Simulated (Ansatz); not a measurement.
# Phonons of Y3GaC (Pm-3m) against volume

Does Y3GaC (Pm-3m) expand much on heating, by its phonons?

Main program and level: Ansatz 0.2.0; DFT PBEsol, scalar-relativistic, plane waves, PAW; PAW set soft_1.

## 1. Set-up

The structure is cubic, space group Pm-3m (No. 221). The conventional cell has a = 4.806 Å, b = 4.806 Å, c = 4.806 Å, α = 90.00°, β = 90.00°, γ = 90.00°. Nearest to Y lie 2 C at 2.40 Å and 4 Ga at 3.40 Å and 8 Y at 3.40 Å. Nearest to Ga lie 12 Y at 3.40 Å. Nearest to C lie 6 Y at 2.40 Å. Farther neighbours are not listed.

## 2. The dispersion

The cell comes from relaxations at this level that are not shown. Stability and thermal properties need the whole zone. Linear response on a 2×2×2 q mesh gives force constants as far as a supercell of that size would.

Input file input.yaml:

```yaml
crystal:
  lattice:
    - [4.8062686968, 0.0, 0.0]
    - [0.0, 4.8062686968, 0.0]
    - [0.0, 0.0, 4.8062686968]
  atoms:
    - { symbol: "Y", position: [0.5, 0.0, 0.5] }
    - { symbol: "Y", position: [0.5, 0.5, 0.0] }
    - { symbol: "Y", position: [0.0, 0.5, 0.5] }
    - { symbol: Ga, position: [0.0, 0.0, 0.0] }
    - { symbol: C, position: [0.5, 0.5, 0.5] }
kpoints:
  mp_grid: { grid: [8, 8, 8] }
hamiltonian:
  xc: pbesol
  pseudopotentials: { kind: paw, azcp: { folder: soft_1 }, xc_functional: pbe }
scf:
  occupations: { method: methfessel_paxton, width: 0.2 }
output:
  eigenvalues: true
phonons:
  method: dfpt
  qmesh: [2, 2, 2]
  temperatures: { t_max: 1000, t_step: 50 }
  qpath:
    path:
      - [[0.0, 0.0, 0.0], [0.0, 0.5, 0.0], [0.5, 0.5, 0.0], [0.0, 0.0, 0.0], [0.5, 0.5, 0.5], [0.0, 0.5, 0.0]]
      - [[0.5, 0.5, 0.5], [0.5, 0.5, 0.0]]
    npoints: 10
```

On the command line:

```bash
ansatz run input.yaml --threads 4 --pin off --max-ram 10240MiB --backend cpu --events-out ev --progress --plain --runs-dir out
```

Numbers of over 12 decimals in the logs are rounded to 6 here.

The log of the run:

```text
Engine: ansatz 0.2.0, x86_64-unknown-linux-gnu
Pseudopotentials: kind: paw
Pseudopotential: Y, paw, valence charge 11, recommended cutoff 420 eV (normal), soft_1/Y.paw.azcp
Pseudopotential: Ga, paw, valence charge 13, recommended cutoff 420 eV (normal), soft_1/Ga.paw.azcp
Pseudopotential: C, paw, valence charge 4, recommended cutoff 420 eV (normal), soft_1/C.paw.azcp
Functional definition: PBEsol
  exchange = pbesol_x
  correlation = pbesol_c
Crystal: 5 atoms, lattice volume = 111.026 Å³
Basis set: ecut = 420 eV, 2109 PW (Γ), exchange–correlation on 72×72×72 points (8 copies of the dense FFT grid, shifted against one another)
Bands: 30, of which v1, the nominal top of the filled ones, is band 25 counted from 1 (24 counted from 0)
Symmetry: 48 space group operations
k-points: 35 of 512
Non-local potential: Y, projectors of the file, l = 0: 3, l = 1: 2, l = 2: 2, l = 3: 1
Non-local potential: Ga, projectors of the file, l = 0: 2, l = 1: 2, l = 2: 3, l = 3: 1
Non-local potential: C, projectors of the file, l = 0: 2, l = 1: 2, l = 2: 1
PAW form: soft (Blöchl's): semilocal exchange-correlation on the pseudo side does not see the compensation charge
PAW frozen core: Y, regenerated for the run's functional, and the local potential with it (the file was generated under x = pbe(κ = 0.804, μ = 0.219515), c = pbe(β = 0.066725))
PAW frozen core: Ga, regenerated for the run's functional, and the local potential with it (the file was generated under x = pbe(κ = 0.804, μ = 0.219515), c = pbe(β = 0.066725))
PAW frozen core: C, regenerated for the run's functional, and the local potential with it (the file was generated under x = pbe(κ = 0.804, μ = 0.219515), c = pbe(β = 0.066725))
PAW one-centre angular grid: Y, 590 points (default); XC on 64 Gauss nodes
PAW one-centre angular grid: Ga, 590 points (default); XC on 64 Gauss nodes
PAW one-centre angular grid: C, 110 points (default); XC on 64 Gauss nodes
Initial density: superposition of atomic densities (chi_scale 0.1, normalization cell, long waves kept (reshape's long-wave potential 0.00 eV rms))
Initial wavefunctions: pseudopotential atomic-orbital guess
Functional: x = pbesol(κ = 0.804, μ = 0.123457), c = pbesol(β = 0.046)
SCF iter   1: F=—  HF=-15379.956379 eV  |F-HF|=—  |Δ(HF+E_count)|=         —  Δρ=5.97e-2  dr2=9.72e0  ethr=3.10e-3  ⟨swp⟩=4.9  Hψ=4018  notcnv=0
preconditioner: auto → Kerker (q_TF=auto, 2.389 Å⁻¹)  [metal: Δε(μ)=0.025 eV  Ē_g=14.243 eV  σ=0.200 eV  W_gap=0.11  n_scr=26 (ndim 8)  ℏωp=23.4 eV  f_vac=0.000  D(μ)=4.77/eV (n_scr^D=32)]
SCF iter   2: F=—  HF=-15378.073553 eV  |F-HF|=—  |Δ(HF+E_count)|=    1.88e0  S|Δr|=    0.00e0  Δρ=2.31e-2  dr2=1.25e0  ethr=3.10e-3  ⟨swp⟩=2.5  Hψ=1979  notcnv=0  defer=11
SCF iter   3: F=—  HF=-15377.833390 eV  |F-HF|=—  |Δ(HF+E_count)|=   2.40e-1  S|Δr|=    0.00e0  Δρ=1.31e-2  dr2=3.07e-1  ethr=2.51e-3  ⟨swp⟩=2.0  Hψ=1519  notcnv=0  defer=13
SCF iter   4: F=—  HF=-15377.775940 eV  |F-HF|=—  |Δ(HF+E_count)|=   5.74e-2  S|Δr|=    0.00e0  Δρ=6.00e-3  dr2=4.29e-2  ethr=6.13e-4  ⟨swp⟩=2.0  Hψ=1642  notcnv=0  defer=13
SCF iter   5: F=—  HF=-15377.763876 eV  |F-HF|=—  |Δ(HF+E_count)|=   1.21e-2  S|Δr|=    0.00e0  Δρ=1.77e-3  dr2=3.52e-3  ethr=8.58e-5  ⟨swp⟩=2.6  Hψ=2027  notcnv=0  defer=13
SCF iter   6: F=—  HF=-15377.763007 eV  |F-HF|=—  |Δ(HF+E_count)|=   8.69e-4  S|Δr|=    0.00e0  Δρ=3.74e-4  dr2=1.03e-4  ethr=7.03e-6  ⟨swp⟩=2.3  Hψ=1467  notcnv=0  defer=13
SCF iter   7: F=—  HF=-15377.763075 eV  |F-HF|=—  |Δ(HF+E_count)|=   6.76e-5  S|Δr|=    0.00e0  Δρ=1.20e-4  dr2=2.77e-5  ethr=2.05e-7  ⟨swp⟩=2.1  Hψ=1512  notcnv=0  defer=13
SCF iter   8: F=—  HF=-15377.763064 eV  |F-HF|=—  |Δ(HF+E_count)|=   1.05e-5  S|Δr|=    0.00e0  Δρ=3.24e-5  dr2=2.13e-6  ethr=5.54e-8  ⟨swp⟩=2.0  Hψ=1477  notcnv=0  defer=13
SCF iter   9: F=—  HF=-15377.763065 eV  |F-HF|=—  |Δ(HF+E_count)|=   1.07e-6  S|Δr|=    0.00e0  Δρ=1.20e-5  dr2=2.36e-7  ethr=4.25e-9  ⟨swp⟩=2.0  Hψ=1477  notcnv=0  defer=13
SCF iter  10: F=—  HF=-15377.763065 eV  |F-HF|=—  |Δ(HF+E_count)|=   5.23e-8  S|Δr|=    0.00e0  Δρ=4.37e-6  dr2=1.78e-8  ethr=4.73e-10  ⟨swp⟩=2.0  Hψ=1317  notcnv=0  defer=13
SCF iter  11: F=—  HF=-15377.763065 eV  |F-HF|=—  |Δ(HF+E_count)|=  6.55e-10  S|Δr|=    0.00e0  Δρ=6.00e-7  dr2=1.92e-10  ethr=3.56e-11  ⟨swp⟩=2.0  Hψ=1296  notcnv=0  defer=13
SCF iter  12: F=—  HF=-15377.763065 eV  |F-HF|=—  |Δ(HF+E_count)|=  8.37e-11  S|Δr|=    0.00e0  Δρ=1.00e-7  dr2=1.14e-11  ethr=1.00e-12  ⟨swp⟩=2.0  Hψ=1312  notcnv=0  defer=13
SCF iter  13: F=-15377.763065 eV  HF=-15377.763065 eV  |F-HF|=9.09e-12  |Δ(HF+E_count)|=  5.46e-12  S|Δr|=    0.00e0  Δρ=5.44e-8  dr2=1.94e-12  ethr=1.00e-12  ⟨swp⟩=7.8  Hψ=4653  notcnv=0
SCF 1 converged in 13 iterations: F = -15377.763065 eV  dr2 = 1.94e-12
  greatest PAW one-centre occupation: 0.994 electrons in one spin orbital (limit 2), on the Ga atom at site 3 (counted from 0), in its partial waves of l = 2
Initial density: read from a saved state, or passed on in memory by an earlier SCF of this step, an earlier step, the calling program or the single point that the run made first
iter 1 solved again at ethr=5.69e-8 eV; its pass at ethr=3.10e-3 eV (dr2=2.85e-5 eV) is discarded
SCF iter   1: F=—  HF=-15377.763066 eV  |F-HF|=—  |Δ(HF+E_count)|=         —  Δρ=3.14e-7  dr2=4.67e-11  ethr=5.69e-8  ⟨swp⟩=3.5  Hψ=7192  notcnv=0
eigensolver tolerance schedule: the retry pair's looser diagonalisation over-reported the residual by 609455.84 of it (diagonalisation noise at an unbounded share of the residual, at the tolerance the schedule requests for it); recorded, not acted on — ethr = c·dr2/N_el stays at c = 1.0e-1
preconditioner: auto → Kerker (q_TF=auto, 2.389 Å⁻¹)  [metal: Δε(μ)=0.039 eV  Ē_g=14.883 eV  σ=0.200 eV  W_gap=0.16  n_scr=26 (ndim 8)  ℏωp=23.4 eV  f_vac=0.000  D(μ)=0.93/eV (n_scr^D=0)]
SCF iter   2: F=—  HF=-15377.763065 eV  |F-HF|=—  |Δ(HF+E_count)|=   1.26e-6  S|Δr|=    0.00e0  Δρ=2.01e-7  dr2=2.42e-11  ethr=1.00e-12  ⟨swp⟩=3.2  Hψ=2702  notcnv=0
SCF iter   3: F=-15377.763065 eV  HF=-15377.763065 eV  |F-HF|=5.46e-12  |Δ(HF+E_count)|=  1.27e-11  S|Δr|=    0.00e0  Δρ=1.18e-7  dr2=6.66e-12  ethr=1.00e-12  ⟨swp⟩=2.2  Hψ=2532  notcnv=0
SCF 2 converged in 3 iterations: F = -15377.763065 eV  dr2 = 6.66e-12
phonons: the bands overlap, so this run is a metal and interpolates without the dipole-dipole term. If the crystal is really an insulator or semiconductor, its LO-TO splitting is missing
NSCF: frozen V_eff on 35 k-points
NSCF: frozen V_eff on 125 k-points
DFPT response loops at q = (0, 0, 0) (fractional): preconditioner auto → Kerker (q_TF=auto, 2.389 Å⁻¹) (partly filled bands, converged f_vac=0.000); β = 1.00, the filter's whole step (`scf.mixing.beta` (0.50) is not read by the response loops under this deck's `scf.mixing.preconditioner`; to damp them name `kerker` or `kerker_dos`, under which they read `scf.mixing.beta`, and type it under 1.00, their step now; both keys bind the ground state too); Broyden in place of MSR1
NSCF: frozen V_eff on 250 k-points
DFPT response loops at q = (0, 0, -0.5) (fractional): mixed as the last ones told, above
NSCF: frozen V_eff on 250 k-points
DFPT response loops at q = (0, -0.5, -0.5) (fractional): mixed as the last ones told, above
NSCF: frozen V_eff on 250 k-points
DFPT response loops at q = (-0.5, -0.5, -0.5) (fractional): mixed as the last ones told, above
SCF converged after 13 iterations
Stability not checked: this state was not tested for a lower state beside it, because cold or Methfessel-Paxton smearing, or corrected tetrahedra, fill the levels in a way that the test cannot read (fill_not_monotonic; see scf.lower_state_search)
Free energy (F): -15377.763065 eV
Harris-Foulkes:  -15377.763065 eV  (|F-HF|=9.09e-12)
Internal energy: -15377.781130 eV  (E = F + TS)
E sigma→0 (E₀):  -15377.767581 eV
Entropy (-TS):   0.018065 eV (3.613 meV/atom)
Fermi energy:    9.993224 eV
--- Per-component energies (eV) ---
  E_band       = -322.022703
  E_kinetic    = 1148.868942
  E_local      = -3150.009475  (includes V_loc(G=0)·N_el)
  E_nonlocal   = 13.681650
  E_hartree    = 1463.365810
  E_xc         = -643.485097
  E_vxc        = -731.517157  (∫ρ·V_xc dr)
  E_paw        = -10337.267560  (= ΣΔE_a)
  E_vpaw       = -529.778224  (= ΣTr[D̂ρ^β])
  E_aug_tail   = -0.000127  (compensation charges beyond the density's cutoff)
  E_ewald      = -3874.265674
  E_core_change = 1.330400  (= ΣΔE_core)
  E_smearing   = 0.018065  (= −TS)
  E_closure    = -0.000000  (closes the sum)
  Σ components = -15377.763065   (vs F -15377.763065, Δ=0.00e0)
--- Band table (eV; the first three rows and the last of 35) ---
  k-point 0: bands = [... 21 lower, 9.8528, 9.8528, 9.8528, 9.9928, 9.9928, 9.9928, 12.0045, 12.0045, ... 1 higher]
  k-point 1: bands = [... 21 lower, 9.6772, 9.7894, 9.8602, 10.0318, 10.0318, 10.0438, 11.4892, 12.1419, ... 1 higher]
  k-point 2: bands = [... 21 lower, 9.4558, 9.4558, 9.9369, 9.9369, 10.1810, 10.1899, 11.4291, 12.5521, ... 1 higher]
  k-point 34: bands = [... 21 lower, 6.5821, 9.8807, 9.8807, 9.8807, 11.6487, 11.6487, 11.6487, 12.2596, ... 1 higher]
--- Phonons (Γ-DFPT): 4 representative perturbations + reference (Σ response iterations 12) ---
  ASR residual: 9.784e-5 → 0.000e0 eV/Å²; symmetrization residual: 2.145e-6 eV/Å²
  ASR residual per site (eV/Å²): 2.89e-5 2.89e-5 2.89e-5 9.78e-5 2.33e-5
  Γ frequencies (cm⁻¹): 0.00 0.00 0.00 85.53 85.53 85.53 89.70 89.70 89.70 201.41 201.41 201.41 290.11 290.11 290.11
--- Phonons (arbitrary-q DFPT): 4 irreducible q on the 2×2×2 mesh ---
  q = [0.0000, 0.0000, 0.0000] (star 1, of the zone-centre solve; hermiticity 3.98e-7, symmetrization 6.65e-12): 0.00 0.00 0.00 85.53 85.53 85.53 89.70 89.70 89.70 201.41 201.41 201.41 290.11 290.11 290.11
  q = [0.0000, 0.0000, -0.5000] (star 3, 9 solved perturbations in 975 linear systems a pass and spin channel, the states on 125 of 512 k-point pairs; hermiticity 2.99e-7, symmetrization 8.45e-13): 75.42 75.42 87.86 87.86 92.73 104.54 110.55 110.55 131.24 184.52 184.52 223.15 381.95 381.95 527.69
  q = [0.0000, -0.5000, -0.5000] (star 3, 9 solved perturbations in 975 linear systems a pass and spin channel, the states on 125 of 512 k-point pairs; hermiticity 2.76e-7, symmetrization 1.63e-13): -37.44 94.05 101.96 101.96 104.74 104.74 108.99 108.99 165.48 174.15 189.24 256.85 396.52 505.10 505.10
  q = [-0.5000, -0.5000, -0.5000] (star 1, 4 solved perturbations in 350 linear systems a pass and spin channel, the states on 125 of 512 k-point pairs; hermiticity 1.09e-8, symmetrization 5.68e-12): -44.18 -44.18 -44.18 95.82 95.82 95.82 157.88 157.88 157.88 191.57 191.57 281.52 515.69 515.69 515.69
  sum rule: each row above includes the acoustic sum rule's correction from the zone centre's row sums; it moved no ω² by more than (0.73 cm⁻¹)²
  mesh force constants: q→R imaginary residual 2.28e-18; ASR residual 9.784e-5 → 0.000e0 eV/Å²; symmetrization residual 5.329e-15 eV/Å²
  interpolated dispersion: 62 rows × 15 modes
  density of states and harmonic sums: on the 14×14×14 q-mesh, interpolated from the force constants of a 2×2×2 supercell (no non-analytic term)
  largest difference from the sums on the solved wave vectors: F 2.12e-1 eV, S 2.82e-4 and C_V 6.97e-5 eV/K
  zero-point energy: 0.172635 eV/cell   skipped modes (ω ≤ 0): 53, of them read as no rigid motion or as one in doubt: 50 (3.156e-1 modes/cell left out, lowest -44.18 cm⁻¹)   left out of the sums: 2.11e-2 of the cell's modes: C_V's classical limit lies that fraction below 3 k_B per atom; for a crystal, a wire or a layer, F and S can be off by more, and a phonons.interpolated_qmesh denser along its periods is the remedy for the sampling
```

The job ended after 4.2 min (4 threads of Intel Xeon Platinum 8488C (Sapphire Rapids), shared host; peak memory 1.4 GiB).

Reading the cycles: dr2 is the Hartree energy of the density residual (eV), the measure of convergence; HF is the Harris–Foulkes estimate of the energy, which meets the free energy F at convergence.

This step gave:

```
volume per atom                                         : 22.21 Å³
gap on the k-mesh                                       : 0 eV
sum-rule residual before enforcement                    : 9.78e-5 eV/Å²
lowest frequency on the path                            : -44.18 cm⁻¹
point group                                             : m-3m
highest frequency on the path or at a solved wavevector : 527.7 cm⁻¹
highest optical mode at the zone centre (no LO-TO term) : 290.1 cm⁻¹
lowest optical zone-centre mode                         : 85.53 cm⁻¹
lowest mode on the q mesh (acoustic modes at Γ apart)   : -44.18 cm⁻¹
```

Frequencies (cm⁻¹) solved at each irreducible wavevector; negative means imaginary. Frequencies by wavevector, by row:

| q in reciprocal lattice units | star | mode 1 | mode 2 | mode 3 | mode 4 | mode 13 | mode 14 | mode 15 |
| --- | --- | --- | --- | --- | --- | --- | --- | --- |
| 0 0 0 | 1 | 0 | 0 | 0 | 85.5 | 290.1 | 290.1 | 290.1 |
| 0 0 -0.5 | 3 | 75.4 | 75.4 | 87.9 | 87.9 | 381.9 | 381.9 | 527.7 |
| 0 -0.5 -0.5 | 3 | -37.4 | 94 | 102 | 102 | 396.5 | 505.1 | 505.1 |
| -0.5 -0.5 -0.5 | 1 | -44.2 | -44.2 | -44.2 | 95.8 | 515.7 | 515.7 | 515.7 |

Symmetry leaves 4 wavevectors to solve. The lowest mode among them, the acoustic zeros apart, lies at q = (-0.5, -0.5, -0.5) and is imaginary, 44.2i cm⁻¹, so the energy falls along it.

## 3. Relaxing at another volume, volume ratio 0.97

The volume is scaled by 0.97 and held; symmetry leaves nothing to relax, so this is a single point. The modes can then be followed against volume.

input.yaml, the sections that differ from step 2:

```yaml
crystal:
  lattice:
    - [4.7577172087, 0.0, 0.0]
    - [0.0, 4.7577172087, 0.0]
    - [0.0, 0.0, 4.7577172087]
  atoms:
    - { symbol: "Y", position: [0.5, 0.0, 0.5] }
    - { symbol: "Y", position: [0.5, 0.5, 0.0] }
    - { symbol: "Y", position: [0.0, 0.5, 0.5] }
    - { symbol: Ga, position: [0.0, 0.0, 0.0] }
    - { symbol: C, position: [0.5, 0.5, 0.5] }
output:
  forces: true
  stress: true
  eigenvalues: true
# kpoints, hamiltonian, scf: as in step 2
# phonons: removed
```

The log of the run:

```text
[...]
Crystal: 5 atoms, lattice volume = 107.695 Å³
Basis set: ecut = 420 eV, 2103 PW (Γ), exchange–correlation on 64×64×64 points (8 copies of the dense FFT grid, shifted against one another)
Bands: 30, of which v1, the nominal top of the filled ones, is band 25 counted from 1 (24 counted from 0)
Symmetry: 48 space group operations
[...]
k-points: 35 of 512
[...]
k-point 0: bands = [... 21 lower, 10.2968, 10.2968, 10.2968, 10.3272, 10.3272, 10.3272, 12.4141, 12.4141, ... 1 higher]
  k-point 1: bands = [... 21 lower, 10.0773, 10.1417, 10.2484, 10.3795, 10.4084, 10.4084, 11.9214, 12.5511, ... 1 higher]
  k-point 2: bands = [... 21 lower, 9.8538, 9.8538, 10.3085, 10.3085, 10.5203, 10.5554, 11.8608, 12.9703, ... 1 higher]
  k-point 34: bands = [... 21 lower, 6.8753, 10.2856, 10.2856, 10.2856, 12.0604, 12.0604, 12.0604, 12.6775, ... 1 higher]
[key lines of the parts left out:]
SCF converged after 10 iterations
Free energy (F): -15377.735768 eV
Fermi energy:    10.371358 eV
P = ⅓ Tr σ = 2.6881 GPa (26.881 kbar)
```

Elapsed: 2.5 s, on 4 threads; peak memory 0.51 GiB; 8.8 s of CPU time.

This step gave:

```
pressure        : 2.688 GPa
volume per atom : 21.54 Å³
```

The run ends at a pressure of 2.69 GPa.

## 4. Phonons at the other volume, volume ratio 0.97

The phonons are repeated at this volume on the same k and q meshes.

input.yaml: that of step 3 with these lines changed.

```diff
@@ -19,4 +19,11 @@
 output:
-  forces: true
-  stress: true
   eigenvalues: true
+phonons:
+  method: dfpt
+  qmesh: [2, 2, 2]
+  temperatures: { t_max: 1000, t_step: 50 }
+  qpath:
+    path:
+      - [[0.0, 0.0, 0.0], [0.0, 0.5, 0.0], [0.5, 0.5, 0.0], [0.0, 0.0, 0.0], [0.5, 0.5, 0.5], [0.0, 0.5, 0.0]]
+      - [[0.5, 0.5, 0.5], [0.5, 0.5, 0.0]]
+    npoints: 10
```

The log of the run:

```text
[...]
Crystal: 5 atoms, lattice volume = 107.695 Å³
Basis set: ecut = 420 eV, 2103 PW (Γ), exchange–correlation on 64×64×64 points (8 copies of the dense FFT grid, shifted against one another)
Bands: 30, of which v1, the nominal top of the filled ones, is band 25 counted from 1 (24 counted from 0)
Symmetry: 48 space group operations
k-points: 35 of 512
[...]
SCF iter   1: F=—  HF=-15380.078606 eV  |F-HF|=—  |Δ(HF+E_count)|=         —  Δρ=6.27e-2  dr2=1.03e1  ethr=3.10e-3  ⟨swp⟩=5.0  Hψ=4105  notcnv=0
[...]
SCF iter  13: F=-15377.735768 eV  HF=-15377.735768 eV  |F-HF|=7.28e-12  |Δ(HF+E_count)|=  5.46e-12  S|Δr|=    0.00e0  Δρ=5.78e-8  dr2=1.95e-12  ethr=1.00e-12  ⟨swp⟩=7.8  Hψ=4589  notcnv=0
SCF 1 converged in 13 iterations: F = -15377.735768 eV  dr2 = 1.95e-12
[...]
SCF iter   3: F=-15377.735768 eV  HF=-15377.735768 eV  |F-HF|=3.64e-12  |Δ(HF+E_count)|=  1.82e-12  S|Δr|=    0.00e0  Δρ=6.70e-8  dr2=2.23e-12  ethr=1.00e-12  ⟨swp⟩=1.0  Hψ=2240  notcnv=0
SCF 2 converged in 3 iterations: F = -15377.735768 eV  dr2 = 2.23e-12
[...]
NSCF: frozen V_eff on 35 k-points
[...]
SCF converged after 13 iterations
[...]
Free energy (F): -15377.735768 eV
[...]
Internal energy: -15377.751225 eV  (E = F + TS)
E sigma→0 (E₀):  -15377.739632 eV
Entropy (-TS):   0.015458 eV (3.092 meV/atom)
Fermi energy:    10.371363 eV
[...]
--- Band table (eV; the first three rows and the last of 35) ---
  k-point 0: bands = [... 21 lower, 10.2968, 10.2968, 10.2968, 10.3272, 10.3272, 10.3272, 12.4141, 12.4141, ... 1 higher]
  k-point 1: bands = [... 21 lower, 10.0773, 10.1417, 10.2484, 10.3795, 10.4084, 10.4084, 11.9214, 12.5511, ... 1 higher]
  k-point 2: bands = [... 21 lower, 9.8538, 9.8538, 10.3085, 10.3085, 10.5203, 10.5554, 11.8608, 12.9703, ... 1 higher]
  k-point 34: bands = [... 21 lower, 6.8753, 10.2856, 10.2856, 10.2856, 12.0604, 12.0604, 12.0604, 12.6775, ... 1 higher]
[...]
ASR residual: 1.120e-4 → 0.000e0 eV/Å²; symmetrization residual: 2.145e-6 eV/Å²
  ASR residual per site (eV/Å²): 1.80e-5 1.80e-5 1.80e-5 1.12e-4 2.68e-5
[...]
--- Phonons (arbitrary-q DFPT): 4 irreducible q on the 2×2×2 mesh ---
[...]
interpolated dispersion: 62 rows × 15 modes
[...]
```

It took 3 min on 4 threads; peak memory 1.4 GiB.

Numbers from this step:

```yaml
sum_rule_residual_before_enforcement: 1.12e-4 eV/Å²
lowest_frequency_on_the_path: -46.73 cm⁻¹
highest_frequency_on_the_path_or_at_a_solved_wavevector: 544.4 cm⁻¹
highest_optical_mode_at_the_zone_centre_no_lo_to_term: 293.4 cm⁻¹
lowest_optical_zone_centre_mode: 80.07 cm⁻¹
lowest_mode_on_the_q_mesh_acoustic_modes_at_gamma_apart: -46.73 cm⁻¹
```

Frequencies (cm⁻¹) solved at each irreducible wavevector; negative means imaginary. Frequencies by wavevector, by row:

| q in reciprocal lattice units | star | mode 1 | mode 2 | mode 3 | mode 4 | mode 13 | mode 14 | mode 15 |
| --- | --- | --- | --- | --- | --- | --- | --- | --- |
| 0 0 0 | 1 | 0 | 0 | 0 | 80.1 | 293.4 | 293.4 | 293.4 |
| 0 0 -0.5 | 3 | 77.2 | 77.2 | 93.3 | 93.5 | 399.6 | 399.6 | 544.4 |
| 0 -0.5 -0.5 | 3 | -39 | 101 | 106.5 | 106.5 | 419.6 | 524.5 | 524.5 |
| -0.5 -0.5 -0.5 | 1 | -46.7 | -46.7 | -46.7 | 102.4 | 534.7 | 534.7 | 534.7 |

The highest optical mode at the zone centre (no LO-TO term) is 293.4 cm⁻¹, +3.3 cm⁻¹ against the base run.

(Part 1 of 2 ends here.)

[Logs are printed without paths, hosts, clocks, repeated set-up lines and the standing remarks that a program may print on its own settings, such as how far it seeks lower states.]

[Hosts, paths, dates, database ids (printed as entryN), source tags and the programs' standing remarks are cut or masked in the printed files.]
